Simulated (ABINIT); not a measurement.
Planning a run of ABINIT 10.8.3 on WS2 (Tungstenite). The input:

```
acell 3*1.0 Angstrom
rprim 
  1.594790000014 0.920752435837 6.224966666629
  -1.594790000014 0.920752435837 6.224966666629
  0.000000000000 -1.841504871590 6.224966666641
ntypat 2
znucl 74 16
natom 3
typat 1 2 2
xred 
  0.000666970443 0.000666970443 0.000666970443
  0.251578154255 0.251578154255 0.251578154255
  0.416454875302 0.416454875302 0.416454875302
pp_dirpath "pseudos"
pseudos "W.upf, S.upf"
ecut 29
ngkpt 4 4 4
nshiftk 1
shiftk 0 0 0
kptopt 1
chksymbreak 0
istwfk *1
occopt 1
irdwfk 1
optdriver 4
nband 171
gwcalctyp 0
ecutsigx 29
symsigma 1
nkptgw 5
kptgw 
  0.5000000000 0.5000000000 0.5000000000
  0.2500000000 0.0000000000 0.0000000000
  0.0000000000 0.0000000000 0.0000000000
  0.5000000000 0.0000000000 0.0000000000
  0.5000000000 0.5000000000 0.0000000000
bdgw 
  11 15
  12 15
  12 15
  12 15
  12 15
ecuteps 7.058
irdscr 1
ppmodel 1
indata_prefix "in"
outdata_prefix "out"
tmpdata_prefix "tmp"
```

```sh
OMP_NUM_THREADS=1 mpirun -n 4 abinit run.abi > log
```

**Question.** How long will it take on 4 MPI ranks of Arm Neoverse V1, shared host, and how much memory?

It took 2.4 min; on shared hardware allow 71 s to 4.7 min. Peak host memory was 4.0 GiB.

[Paths, hosts, dates, memory and timing lines, banners, echoed tables and standing remarks are left out of the program output.]

[Logs are printed without paths, hosts, clocks, repeated set-up lines and the standing remarks that a program may print on its own settings, such as how far it seeks lower states.]

[Runs of the session that timed out or met a known fault of the program may be left out.]

[Hosts, paths, dates, database ids (printed as entryN), source tags and the programs' standing remarks are cut or masked in the printed files.]

[G0W0 gaps are taken among the corrected bands and points alone; a level outside them can change the order at an edge.]

[Where Ansatz stands beside ABINIT at settings called matched, ABINIT's density can come from a denser mesh and the files from another edition; pairs whose starting gaps differed by over 0.03 eV were left out, so agreement reads better than it is.]
